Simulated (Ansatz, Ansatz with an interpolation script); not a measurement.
# Ba2CaMoO6 (Fm-3m): what limits a Wannier interpolation of GW

Aim: vary the Wannier model and the GW settings for Ba2CaMoO6 (Fm-3m) and see what the interpolated bands lose.

Main program and level: Ansatz 0.2.0; maximally localised Wannier functions, LDA, plane waves, PAW; PAW set soft_1.

Report form: the programs' logs are mostly left out.

## 1. Set-up

It takes space group Fm-3m (No. 225, cubic). Conventional cell: a = 8.380 Å, b = 8.380 Å, c = 8.380 Å, α = 90.00°, β = 90.00°, γ = 90.00°. Nearest to Ba lie 12 O at 2.97 Å. Ca has 6 O at 2.28 Å nearest. Nearest to Mo lie 6 O at 1.91 Å. Nearest to O lie 1 Mo at 1.91 Å and 1 Ca at 2.28 Å and 4 Ba at 2.97 Å. Farther neighbours and most contacts between anions are not listed.

The cell and positions come from the Crystallography Open Database and are kept as given unless a step says otherwise. Spin-orbit coupling is left out unless a step names it.

## 2. Wannier model on 8×8×8

Localised functions give a small Hamiltonian that interpolates between mesh points at no cost.

File input.yaml:

```yaml
crystal:
  lattice:
    - [0.0, 4.1900565, 4.1900565]
    - [4.1900565, 0.0, 4.1900565]
    - [4.1900565, 4.1900565, 0.0]
  atoms:
    - { symbol: Ba, position: [0.25, 0.25, 0.25] }
    - { symbol: Ba, position: [0.75, 0.75, 0.75] }
    - { symbol: Ca, position: [0.0, 0.0, 0.0] }
    - { symbol: Mo, position: [0.5, 0.5, 0.5] }
    - { symbol: O, position: [0.72814, 0.27186, 0.27186] }
    - { symbol: O, position: [0.27186, 0.72814, 0.27186] }
    - { symbol: O, position: [0.27186, 0.72814, 0.72814] }
    - { symbol: O, position: [0.72814, 0.27186, 0.72814] }
    - { symbol: O, position: [0.27186, 0.27186, 0.72814] }
    - { symbol: O, position: [0.72814, 0.72814, 0.27186] }
kpoints:
  mp_grid: { grid: [4, 4, 4] }
hamiltonian:
  xc: lda
  pseudopotentials: { kind: paw, azcp: { folder: soft_1 }, xc_functional: pbe }
scf:
  occupations: { method: fixed }
  n_extra_bands: 78
output:
  wannier:
    kmesh: [8, 8, 8]
    projections: [{ species: Mo, l: d, shell: 4 }, { species: O, l: p, shell: 2 }]
    minimise: true
    write_hr: true
    seedname: w
    conv_tol: 1.0e-06
    max_iter: 20000
    stability_check: false
    disentanglement:
      window: [4.09, 17.09]
      frozen_window: [4.09, 13.21]
      conv_tol: 1.0e-08
```

Command:

```bash
ansatz run input.yaml --threads 2 --pin off --max-ram 92160MiB --backend cuda --events-out ev --progress --plain --runs-dir out --devices 1 --max-vram 13GiB
```

Elapsed: 24 s, on 1 × NVIDIA H100 80GB HBM3 (shared by 6 runs) with 2 threads of AMD EPYC 7R13 (Zen 3), shared host; peak memory 2 GiB; 28 s of CPU time.

This step gave:

| Quantity | Value |
| --- | --- |
| gauge-invariant spread | 43.08 Å² |
| diagonal spread | 0.003948 Å² |
| off-diagonal spread | 1.219 Å² |
| total spread | 44.31 Å² |
| least projectability | 0.1318 |
| localisation steps | 64 |
| disentanglement steps | 271 |
| r.m.s. interpolation error | 1.83e-4 eV |
| r.m.s. error near the gap | 1.98e-4 eV |

Near the gap the model misses directly solved bands by 0.2 meV r.m.s. and by 1 meV at most in the window tested. This tests the starting bands, not the corrections carried with them.

## 3. Wannier model on 4×4×4

Changes to input.yaml since step 2:

```diff
@@ -26,3 +26,3 @@
   wannier:
-    kmesh: [8, 8, 8]
+    kmesh: [4, 4, 4]
     projections: [{ species: Mo, l: d, shell: 4 }, { species: O, l: p, shell: 2 }]
```

Elapsed: 11 s, on 1 × NVIDIA H100 80GB HBM3 (shared by 6 runs) with 2 threads; peak memory 1.1 GiB; 10 s of CPU time.

This step gave:

```yaml
gauge_invariant_spread: 38.91 Å²
diagonal_spread: 0.003039 Å²
off_diagonal_spread: 2.040 Å²
total_spread: 40.95 Å²
least_projectability: 0.1308
localisation_steps: 22
disentanglement_steps: 53
r_m_s_interpolation_error: 0.002916 eV
r_m_s_error_near_the_gap: 0.003030 eV
```

Near the gap the model misses directly solved bands by 3.0 meV r.m.s. and by 17 meV at most in the window tested. This tests the starting bands, not the corrections carried with them.

Frozen up to 4.44 eV; above it the model need not follow the bands. The electronic bands at the labelled points (eV, zero at the valence-band top; v1 is the highest filled band, c1 the lowest empty one):

```
    point     v4     v3     v2     v1    c1    c2    c3    c4
        Γ  -0.32   0.00   0.00   0.00  2.54  2.54  2.54  7.05
  halfway  -0.51  -0.34  -0.34  -0.02  2.32  3.02  3.02  7.07
        X  -1.00  -0.53  -0.53  -0.05  2.14  3.34  3.34  6.38
  halfway  -0.92  -0.65  -0.60  -0.08  2.24  3.29  3.31  6.47
        U  -0.77  -0.76  -0.73  -0.18  2.49  3.16  3.22  6.67
jump to K  -0.77  -0.76  -0.73  -0.18  2.49  3.16  3.22  6.67
  halfway  -0.55  -0.32  -0.28  -0.19  2.69  2.83  2.90  7.03
        Γ  -0.32   0.00   0.00   0.00  2.54  2.54  2.54  7.05
  halfway  -0.57  -0.22  -0.22  -0.13  2.67  2.77  2.77  7.22
        L  -0.78  -0.46  -0.46  -0.31  2.85  2.96  2.96  7.36
  halfway  -0.80  -0.66  -0.40  -0.35  2.83  2.86  3.14  7.01
        W  -0.84  -0.84  -0.37  -0.37  2.78  2.78  3.33  6.61
  halfway  -0.75  -0.75  -0.63  -0.13  2.34  3.18  3.33  6.50
        X  -1.00  -0.53  -0.53  -0.05  2.14  3.34  3.34  6.38
```

The same for Kohn-Sham, solved directly:

| point | v4 | v3 | v2 | v1 | c1 | c2 | c3 | c4 |
| --- | --- | --- | --- | --- | --- | --- | --- | --- |
| Γ | -0.32 | 0.00 | 0.00 | 0.00 | 2.54 | 2.54 | 2.54 | 4.54 |
| X | -1.00 | -0.53 | -0.53 | -0.05 | 2.14 | 3.34 | 3.34 | 6.03 |
| U | -0.77 | -0.76 | -0.72 | -0.18 | 2.49 | 3.16 | 3.22 | 6.30 |
| K | -0.77 | -0.76 | -0.72 | -0.18 | 2.49 | 3.16 | 3.22 | 6.30 |
| Γ | -0.32 | 0.00 | 0.00 | 0.00 | 2.54 | 2.54 | 2.54 | 4.54 |
| L | -0.78 | -0.46 | -0.46 | -0.31 | 2.85 | 2.96 | 2.96 | 6.25 |
| W | -0.84 | -0.84 | -0.37 | -0.37 | 2.78 | 2.78 | 3.33 | 6.47 |
| X | -1.00 | -0.53 | -0.53 | -0.05 | 2.14 | 3.34 | 3.34 | 6.03 |

## 4. A faulty Wannier input

Changes to input.yaml since step 3:

```diff
@@ -34,5 +34,2 @@
     stability_check: false
-    disentanglement:
-      window: [4.09, 17.09]
-      frozen_window: [4.09, 13.21]
-      conv_tol: 1.0e-08
+    disentanglement: { window: [4.09, 17.09] }
```

It took 14 s on 1 × NVIDIA H100 80GB HBM3 (shared by 6 runs) with 2 threads; peak memory 1.1 GiB.

Numbers from this step:

```
gauge-invariant spread     : 34.53 Å²
diagonal spread            : 0.004092 Å²
off-diagonal spread        : 1.619 Å²
total spread               : 36.16 Å²
least projectability       : 0.1292
localisation steps         : 22
disentanglement steps      : 118
r.m.s. interpolation error : 0.1905 eV
r.m.s. error near the gap  : 0.2303 eV
```

No frozen window. The electronic bands at the labelled points (eV, zero at the valence-band top; v1 is the highest filled band, c1 the lowest empty one):

| point | v4 | v3 | v2 | v1 | c1 | c2 | c3 | c4 |
| --- | --- | --- | --- | --- | --- | --- | --- | --- |
| Γ | -0.27 | 0.00 | 0.00 | 0.00 | 3.00 | 3.00 | 3.00 | 7.09 |
| halfway | -0.50 | -0.14 | -0.14 | -0.02 | 2.81 | 3.17 | 3.17 | 7.08 |
| X | -0.53 | -0.53 | -0.53 | -0.05 | 2.80 | 3.34 | 3.34 | 6.39 |
| halfway | -0.59 | -0.51 | -0.50 | -0.07 | 2.84 | 3.30 | 3.33 | 6.47 |
| U | -0.70 | -0.44 | -0.42 | -0.15 | 2.93 | 3.21 | 3.31 | 6.67 |
| jump to K | -0.70 | -0.44 | -0.42 | -0.15 | 2.93 | 3.21 | 3.31 | 6.67 |
| halfway | -0.51 | -0.27 | -0.16 | -0.11 | 2.98 | 3.06 | 3.10 | 7.01 |
| Γ | -0.27 | 0.00 | 0.00 | 0.00 | 3.00 | 3.00 | 3.00 | 7.09 |
| halfway | -0.56 | -0.14 | -0.14 | -0.13 | 2.97 | 3.04 | 3.04 | 7.23 |
| L | -0.78 | -0.45 | -0.45 | -0.31 | 2.85 | 3.16 | 3.16 | 7.38 |
| halfway | -0.76 | -0.40 | -0.31 | -0.28 | 2.97 | 3.12 | 3.25 | 7.02 |
| W | -0.74 | -0.52 | -0.26 | -0.26 | 3.06 | 3.06 | 3.34 | 6.62 |
| halfway | -0.58 | -0.52 | -0.44 | -0.10 | 2.87 | 3.25 | 3.34 | 6.51 |
| X | -0.53 | -0.53 | -0.53 | -0.05 | 2.80 | 3.34 | 3.34 | 6.39 |

The same for Kohn-Sham, solved directly:

(Unchanged from step 3.)

The fault put into this input: nothing frozen.

## 5. G0W0: 4×4×4 mesh, 613 empty bands, screening to 150 eV, PAW set soft_1 files

G0W0 replaces the xc potential by the self-energy, built once from these orbitals. Only a window of levels is corrected, while the sums run over the empty bands that the input names.

This step: G0W0 on LDA, plane waves, PAW; PAW set soft_1.

input.yaml, the sections that differ from step 4:

```yaml
scf:
  occupations: { method: fixed }
gw:
  n_empty_bands: 613
  ecut_chi: 150.0
  qp_bands: [v18, c3]
  screening: { model: contour_deformation }
# crystal, kpoints, hamiltonian: as in step 4
# output: removed
```

The job ended after 46 s (1 × NVIDIA H100 80GB HBM3 (shared by 6 runs) with 2 threads; peak memory 1.8 GiB; 65 s of CPU time).

The G0W0 gap on the mesh is 3.705 eV.

## 6. G0W0: 2×2×2 mesh, 613 empty bands, screening to 150 eV, PAW set soft_1 files

Changes to input.yaml since step 5:

```diff
@@ -17,3 +17,3 @@
 kpoints:
-  mp_grid: { grid: [4, 4, 4] }
+  mp_grid: { grid: [2, 2, 2] }
 hamiltonian:
```

Wall time 11 s (1 × NVIDIA H100 80GB HBM3 (shared by 6 runs) with 2 threads); peak memory 1.4 GiB.

The G0W0 gap on the mesh is 3.650 eV.

## 7. G0W0: 4×4×4 mesh, 285 empty bands, screening to 90 eV, PAW set soft_1 files

Changes to input.yaml since step 6:

```diff
@@ -17,3 +17,3 @@
 kpoints:
-  mp_grid: { grid: [2, 2, 2] }
+  mp_grid: { grid: [4, 4, 4] }
 hamiltonian:
@@ -24,4 +24,4 @@
 gw:
-  n_empty_bands: 613
-  ecut_chi: 150.0
+  n_empty_bands: 285
+  ecut_chi: 90
   qp_bands: [v18, c3]
```

Elapsed: 24 s, on 1 × NVIDIA H100 80GB HBM3 (shared by 6 runs) with 2 threads; peak memory 1.4 GiB.

The G0W0 gap on the mesh is 3.685 eV.

## 8. G0W0: 4×4×4 mesh, 613 empty bands, screening to 150 eV, plasmon pole, PAW set soft_1 files

Changes to input.yaml since step 7:

```diff
@@ -24,5 +24,5 @@
 gw:
-  n_empty_bands: 285
-  ecut_chi: 90
+  n_empty_bands: 613
+  ecut_chi: 150.0
   qp_bands: [v18, c3]
-  screening: { model: contour_deformation }
+  screening: { model: godby_needs }
```

The job ended after 1.9 min (1 × NVIDIA H100 80GB HBM3 (shared by 6 runs) with 2 threads; peak memory 4.2 GiB).

The G0W0 gap on the mesh is 3.713 eV.

## 9. Interpolated results

Times are wall times on 1 × NVIDIA H100 80GB HBM3 (shared by 6 runs) with 2 threads of AMD EPYC 7R13 (Zen 3), shared host, good to a factor of about two.

```csv
GW mesh,empty bands,cutoff (eV),frequency,gap on mesh (eV),gap over zone (eV),direct gap (eV),valence width (eV),GW time
4×4×4,613,150,contour deformation,3.705,3.705,3.764,4.615,46 s
2×2×2,613,150,contour deformation,3.650,3.678,3.733,4.442,11 s
4×4×4,285,90,contour deformation,3.685,3.685,3.746,4.608,24 s
4×4×4,613,150,plasmon pole,3.713,3.713,3.776,4.783,1.9 min
```

## 10. Summary of results

| Item | Value |
| --- | --- |
| 4×4×4 mesh, 613 empty bands, screening to 150 eV, PAW set soft_1 files | 3.71 eV |
| 2×2×2 mesh, 613 empty bands, screening to 150 eV, PAW set soft_1 files | 3.68 eV |
| 4×4×4 mesh, 285 empty bands, screening to 90 eV, PAW set soft_1 files | 3.69 eV |
| 4×4×4 mesh, 613 empty bands, screening to 150 eV, plasmon pole, PAW set soft_1 files | 3.71 eV |

What this shows: The largest change, −0.03 eV in the gap over the zone, comes with 2×2×2 mesh, 613 empty bands, screening to 150 eV, PAW set soft_1 files. The first run is a reference, not a converged one, and where a row moves several settings no single cause can be named. Rows on another GW mesh add that mesh's corrections to the bands of the one model. Coarser Wannier mesh (4×4×4): the miss near the gap goes from under 1 (the model on 8×8×8) to 3 meV and the total spread from 44.3 to 41.0 Å². Nothing frozen (4×4×4): the miss near the gap goes from 3 (the model on 4×4×4) to 230 meV and the total spread from 41.0 to 36.2 Å². With 2×2×2 mesh, 613 empty bands, screening to 150 eV, PAW set soft_1 files the gap over the zone moves by −0.03 eV and that on the mesh by −0.05 eV. With 4×4×4 mesh, 285 empty bands, screening to 90 eV, PAW set soft_1 files the gap over the zone moves by −0.02 eV and that on the mesh by −0.02 eV. With 4×4×4 mesh, 613 empty bands, screening to 150 eV, plasmon pole, PAW set soft_1 files the gap over the zone moves by +0.01 eV and that on the mesh by +0.01 eV. Gaps over the zone and on the mesh differ where an edge lies off the mesh, or where a GW run starts from another density: the starting gap over the zone is 2.138 eV, on the GW meshes it is 2.138 eV and 2.110 eV. The many-body steps are scalar-relativistic: spin-orbit coupling is not in them.

[Paths, hosts, dates, memory and timing lines, banners, echoed tables and standing remarks are left out of the program output.]

[Logs are printed without paths, hosts, clocks, repeated set-up lines and the standing remarks that a program may print on its own settings, such as how far it seeks lower states.]

[Runs of the session that timed out or met a known fault of the program may be left out.]

[Hosts, paths, dates, database ids (printed as entryN), source tags and the programs' standing remarks are cut or masked in the printed files.]
